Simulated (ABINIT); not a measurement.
## Quasiparticle gap of SiO2 (Quartz) in ABINIT

How does a plane-wave GW calculation on SiO2 (Quartz) run from the first input to the gap?

Calculated with ABINIT 10.8.3; PBE and many-body steps on it, plane waves.

**1. Set-up**

It takes space group P3_121 (No. 152, trigonal). Conventional cell: a = 4.916 Å, b = 4.916 Å, c = 5.409 Å, α = 90.00°, β = 90.00°, γ = 120.00°. Nearest to Si lie 4 O at 1.61 Å. O has 2 Si at 1.61 Å nearest. Farther neighbours and most contacts between anions are not listed.

Structure file:

```cif
data_structure
_symmetry_space_group_name_H-M 'P 1'
_symmetry_Int_Tables_number 1
_cell_length_a 4.9158
_cell_length_b 4.9158
_cell_length_c 5.4091
_cell_angle_alpha 90.000
_cell_angle_beta 90.000
_cell_angle_gamma 120.000
_cell_volume 113.20
loop_
_atom_site_label
_atom_site_type_symbol
_atom_site_fract_x
_atom_site_fract_y
_atom_site_fract_z
_atom_site_occupancy
Si1 Si 0.53030 0.00000 0.33333 1
Si2 Si 0.00000 0.53030 0.66667 1
Si3 Si 0.46970 0.46970 0.00000 1
O4 O 0.14620 0.41420 0.88100 1
O5 O 0.58580 0.73200 0.21433 1
O6 O 0.26800 0.85380 0.54767 1
O7 O 0.41420 0.14620 0.11900 1
O8 O 0.73200 0.58580 0.78567 1
O9 O 0.85380 0.26800 0.45233 1
```

The cell and positions come from the Crystallography Open Database and are kept as given unless a step says otherwise.

**2. Ground state**

This step: ABINIT 10.8.3; DFT, PBE, plane waves, norm-conserving pseudopotentials.

The ground-state density comes first.

The input, run.abi:

```
acell 3*1.0 Angstrom
rprim 
  4.915799999986 0.000000000003 0.000000000000
  -2.457899999996 4.257207679910 0.000000000000
  0.000000000000 0.000000000000 5.409100000000
ntypat 2
znucl 14 8
natom 9
typat 1 1 1 2 2 2 2 2 2
xred 
  0.530300000000 0.000000000000 0.333333333333
  0.000000000000 0.530300000000 0.666666666667
  0.469700000000 0.469700000000 -0.000000000000
  0.146200000000 0.414200000000 0.881000000000
  0.585800000000 0.732000000000 0.214333333333
  0.268000000000 0.853800000000 0.547666666667
  0.414200000000 0.146200000000 0.119000000000
  0.732000000000 0.585800000000 0.785666666667
  0.853800000000 0.268000000000 0.452333333333
pp_dirpath "pseudos"
pseudos "Si.upf, O.upf"
ecut 36
ngkpt 6 6 4
nshiftk 1
shiftk 0 0 0
kptopt 1
chksymbreak 0
nband 32
occopt 1
tolvrs 1e-10
nstep 60
prtwf 0
optforces 0
optstress 0
indata_prefix "in"
outdata_prefix "out"
tmpdata_prefix "tmp"
```

Started as:

```console
> OMP_NUM_THREADS=1 mpirun -n 4 abinit run.abi > log
```

Numbers of over 12 decimals in the logs are rounded to 6 here.

What it wrote:

```text
.Version 10.8.3 of ABINIT. v10.8.2 released Aug 2026.

 Symmetries : space group P3_1 2 1 (#152); Bravais hP (primitive hexag.)
================================================================================
 Values of the parameters that define the memory need of the present run
     intxc =       0    ionmov =       0      iscf =       7    lmnmax =       6
     lnmax =       6     mgfft =      60  mpssoang =       3    mqgrid =    3001
     natom =       9  nloc_mem =       1    nspden =       1   nspinor =       1
    nsppol =       1      nsym =       6    n1xccc =    2501    ntypat =       2
    occopt =       1   xclevel =       2
-    mband =          32        mffmem =           1         mkmem =           6
       mpw =        7924          nfft =      174960          nkpt =          24
================================================================================
  Rough estimation (10% accuracy) of disk space for files :
================================================================================

--------------------------------------------------------------------------------
------------- Echo of variables that govern the present computation ------------
--------------------------------------------------------------------------------
 -outvars: echo values of preprocessed input variables --------
            acell      1.8897261259E+00  1.8897261259E+00  1.8897261259E+00 Bohr

      chksymbreak           0
             ecut      3.60000000E+01 Hartree
-          fftalg         312

              ixc     -101130
              kpt      0.00000000E+00  0.00000000E+00  0.00000000E+00
                       1.66666667E-01  0.00000000E+00  0.00000000E+00
                       3.33333333E-01  0.00000000E+00  0.00000000E+00
                       5.00000000E-01  0.00000000E+00  0.00000000E+00
                       1.66666667E-01  1.66666667E-01  0.00000000E+00
                       3.33333333E-01  1.66666667E-01  0.00000000E+00
                       3.33333333E-01  3.33333333E-01  0.00000000E+00
                       0.00000000E+00  0.00000000E+00  2.50000000E-01
                       1.66666667E-01  0.00000000E+00  2.50000000E-01
   [... 13 further rows ...]
                       3.33333333E-01  1.66666667E-01  5.00000000E-01
                       3.33333333E-01  3.33333333E-01  5.00000000E-01
         kptrlatt        6    0    0      0    6    0      0    0    4
          kptrlen      4.08868704E+01
P           mkmem           6
            natom           9
            nband          32
            ngfft          54      54      60
             nkpt          24
            nstep          60
             nsym           6
           ntypat           2
              occ      2.000000  2.000000  2.000000  2.000000  2.000000  2.000000
                       2.000000  2.000000  2.000000  2.000000  2.000000  2.000000
                       2.000000  2.000000  2.000000  2.000000  2.000000  2.000000
                       2.000000  2.000000  2.000000  2.000000  2.000000  2.000000
                       0.000000  0.000000  0.000000  0.000000  0.000000  0.000000
                       0.000000  0.000000
        optforces           0
        optstress           0
            prtwf           0
            rprim      4.9158000000E+00  3.0000000000E-12  0.0000000000E+00
[...]
spgroup         152

           tolvrs      1.00000000E-10

             xred      5.3030000000E-01  2.5857407038E-29  3.3333333333E-01
[...]
znucl       14.00000    8.00000

================================================================================

 chkinp: Checking input parameters for consistency.

================================================================================
== DATASET  1 ==================================================================
-   mpi_nproc: 4, omp_nthreads: 1 (-1 if OMP is not activated)

--- !DatasetInfo
iteration_state: {dtset: 1, }
dimensions: {natom: 9, nkpt: 24, mband: 32, nsppol: 1, nspinor: 1, nspden: 1, mpw: 7924, }
cutoff_energies: {ecut:  36.0, pawecutdg:  -1.0, }
electrons: {nelect:   4.80000000E+01, charge:   0.00000000E+00, occopt:   1.00000000E+00, tsmear:   1.00000000E-02, }

 Real(R)+Recip(G) space primitive vectors, cartesian coordinates (Bohr,Bohr^-1):
 R(1)=  9.2895157  0.0000000  0.0000000  G(1)=  0.1076482  0.0621507  0.0000000
 R(2)= -4.6447578  8.0449566  0.0000000  G(2)=  0.0000000  0.1243015  0.0000000
 R(3)=  0.0000000  0.0000000 10.2217176  G(3)=  0.0000000  0.0000000  0.0978309
 Unit cell volume ucvol=  7.6390729E+02 bohr^3
 Angles (23,13,12)=  9.00000000E+01  9.00000000E+01  1.20000000E+02 degrees

 getcut: wavevector=  0.0000  0.0000  0.0000  ngfft=  54  54  60
         ecut(hartree)=     36.000   => boxcut(ratio)=   2.15270

--- Pseudopotential description ------------------------------------------------
- Si Generated using ONCVPSP code by D. R. Hamann
- 14.00000   4.00000  171031                  znucl, zion, pspdat
12 -101130 2 -1 1510                          pspcod,pspxc,lmax,lloc,mmax
     nproj     2     2     2
  pspatm : epsatm=    9.34321561
         --- l  ekb(1:nproj) -->
[...]
pspatm: atomic psp has been read  and splines computed

- O Generated using ONCVPSP code by D. R. Hamann
-  8.00000   6.00000  171031                  znucl, zion, pspdat
12 -101130 2 -1 936                           pspcod,pspxc,lmax,lloc,mmax
     nproj     2     2     1
  pspatm : epsatm=    6.19545534
         --- l  ekb(1:nproj) -->
[...]
2   -1.331955
 pspatm: atomic psp has been read  and splines computed

   3.12971419E+03                                ecore*ucvol(ha*bohr**3)
--------------------------------------------------------------------------------

_setup2: Arith. and geom. avg. npw (full set) are    7882.604    7882.596

================================================================================

--- !BeginCycle
iteration_state: {dtset: 1, }
solver: {iscf: 7, nstep: 60, nline: 4, wfoptalg: 0, }
tolerances: {tolvrs: 1.00E-10, }

     iter   Etot(hartree)      deltaE(h)  residm     vres2
 ETOT  1  -111.69961754226    -1.117E+02 1.221E-01 1.583E+03
 ETOT  2  -111.86073428626    -1.611E-01 2.966E-02 1.311E+03
 ETOT  3  -112.35307804125    -4.923E-01 7.335E-03 5.188E+00
 ETOT  4  -112.35523490330    -2.157E-03 2.245E-03 5.437E-02
 ETOT  5  -112.35524277228    -7.869E-06 1.469E-03 3.147E-03
 ETOT  6  -112.35524295592    -1.836E-07 3.539E-03 1.716E-04
 ETOT  7  -112.35524296702    -1.109E-08 1.003E-03 1.914E-05
 ETOT  8  -112.35524296792    -9.054E-10 1.225E-03 1.190E-06
 ETOT  9  -112.35524296799    -7.192E-11 3.827E-04 5.040E-08
 ETOT 10  -112.35524296800    -1.677E-12 4.729E-04 2.618E-09
 ETOT 11  -112.35524296799     2.785E-12 1.918E-04 1.114E-10
 ETOT 12  -112.35524296800    -4.377E-12 2.106E-04 8.913E-12

 At SCF step   12       vres2   =  8.91E-12 < tolvrs=  1.00E-10 =>converged.

--- !ResultsGS
iteration_state: {dtset: 1, }
comment   : Summary of ground state results
lattice_vectors:
- [  9.2895157,   0.0000000,   0.0000000, ]
- [ -4.6447578,   8.0449566,   0.0000000, ]
- [  0.0000000,   0.0000000,  10.2217176, ]
lattice_lengths: [   9.28952,    9.28952,   10.22172, ]
lattice_angles: [ 90.000,  90.000, 120.000, ] # degrees, (23, 13, 12)
lattice_volume:   7.6390729E+02
convergence: {deltae: -4.377E-12, res2:  8.913E-12, residm:  2.106E-04, diffor:  0.000E+00, }
etotal    :  -1.12355243E+02
entropy   :   0.00000000E+00
fermie    :   7.24587944E-03
cartesian_stress_tensor: null
pressure_GPa: null
xred      :
- [  5.3030E-01,   2.5857E-29,   3.3333E-01, Si]
- [ -2.2564E-18,   5.3030E-01,   6.6667E-01, Si]
- [  4.6970E-01,   4.6970E-01,   1.3878E-16, Si]
- [  1.4620E-01,   4.1420E-01,   8.8100E-01,  O]
- [  5.8580E-01,   7.3200E-01,   2.1433E-01,  O]
- [  2.6800E-01,   8.5380E-01,   5.4767E-01,  O]
- [  4.1420E-01,   1.4620E-01,   1.1900E-01,  O]
- [  7.3200E-01,   5.8580E-01,   7.8567E-01,  O]
- [  8.5380E-01,   2.6800E-01,   4.5233E-01,  O]
cartesian_forces: null
force_length_stats: {min: null, max: null, mean: null, }

 Integrated electronic density in atomic spheres:
 ------------------------------------------------
 Atom  Sphere_radius  Integrated_density
[...]
================================================================================

 ----iterations are completed or convergence reached----

 Mean square residual over all n,k,spin=   10.843E-07; max=  21.057E-05
 reduced coordinates (array xred) for    9 atoms
[...]
0.585800000000      0.732000000000      0.214333333333
       0.268000000000      0.853800000000      0.547666666667
       0.414200000000      0.146200000000      0.119000000000
       0.732000000000      0.585800000000      0.785666666667
       0.853800000000      0.268000000000      0.452333333333
 rms dE/dt=  0.0000E+00; max dE/dt=  0.0000E+00; dE/dt below (all hartree)
    1       0.000000000000      0.000000000000      0.000000000000
    2       0.000000000000      0.000000000000      0.000000000000
    3       0.000000000000      0.000000000000      0.000000000000
    4       0.000000000000      0.000000000000      0.000000000000
    5       0.000000000000      0.000000000000      0.000000000000
    6       0.000000000000      0.000000000000      0.000000000000
    7       0.000000000000      0.000000000000      0.000000000000
    8       0.000000000000      0.000000000000      0.000000000000
    9       0.000000000000      0.000000000000      0.000000000000

 cartesian coordinates (angstrom) at end:
    1      2.606849     1.59e-12     1.803033
[...]
5      1.080493     3.116276     1.159350
    6     -0.781121     3.634804     2.962384
    7      1.676779     0.622404     0.643683
    8      2.158528     2.493872     4.249750
    9      3.538393     1.140932     2.446716
 length scales=  1.889726125908  1.889726125908  1.889726125908 bohr
              =  1.000000000000  1.000000000000  1.000000000000 angstroms
 prteigrs : about to open file out_EIG
 Fermi (or HOMO) energy (hartree) =   0.00725   Average Vxc (hartree)=  -0.33651
 Eigenvalues (hartree) for nkpt=  24  k points:
 kpt#   1, nband= 32, wtk=  0.00694, kpt=  0.0000  0.0000  0.0000 (reduced coord)
  -0.70426   -0.64805   -0.64805   -0.62445   -0.62301   -0.62301   -0.29558   -0.29558
  -0.19235   -0.19132   -0.18529   -0.18529   -0.10056   -0.10056   -0.09158   -0.08257
  -0.04784   -0.04784   -0.04678   -0.02927   -0.02927   -0.01783   -0.00426   -0.00426
   0.22915    0.35014    0.35014    0.36685    0.36685    0.41145    0.43686    0.45798
 prteigrs : prtvol=0 or 1, do not print more k-points.

--- !EnergyTerms
iteration_state     : {dtset: 1, }
comment             : Components of total free energy in Hartree
kinetic             :  7.35642990220719E+01
hartree             :  3.87480527388065E+01
xc                  : -3.03812606925484E+01
Ewald energy        : -6.94185472439243E+01
psp_core            :  4.09698169712855E+00
local_psp           : -1.14076840399786E+02
non_local_psp       : -1.48879280897454E+01
total_energy        : -1.12355242967997E+02
total_energy_eV     : -3.05734191316322E+03
band_energy         : -1.16584160801650E+01

== END DATASET(S) ==============================================================
================================================================================

 -outvars: echo values of variables after computation  --------
           etotal     -1.1235524297E+02
            nband          32
             nkpt          24
          spgroup         152
 [... the other variables as echoed above ...]

 Calculation completed.
```

It took 72 s on 4 MPI ranks of Arm Neoverse V2, shared host; peak memory 0.48 GiB; 4.8 min of CPU time.

Numbers from this step:

| Quantity | Value |
| --- | --- |
| total energy | -3057.3419 eV |
| gap | 6.038 eV |
| k of the valence top | 0.3333, 0.3333, 0 |
| k of the conduction bottom | 0, 0, 0 |
| least direct gap | 6.351 eV |

The gap is indirect, with the least direct gap 0.31 eV higher.

[end of part 1 of 3]

[Paths, hosts, dates, memory and timing lines, banners, echoed tables and standing remarks are left out of the program output.]

[Logs are printed without paths, hosts, clocks, repeated set-up lines and the standing remarks that a program may print on its own settings, such as how far it seeks lower states.]

[Runs of the session that timed out or met a known fault of the program may be left out.]

[Hosts, paths, dates, database ids (printed as entryN), source tags and the programs' standing remarks are cut or masked in the printed files.]

[G0W0 gaps are taken among the corrected bands and points alone; a level outside them can change the order at an edge.]

[Where Ansatz stands beside ABINIT at settings called matched, ABINIT's density can come from a denser mesh and the files from another edition; pairs whose starting gaps differed by over 0.03 eV were left out, so agreement reads better than it is.]
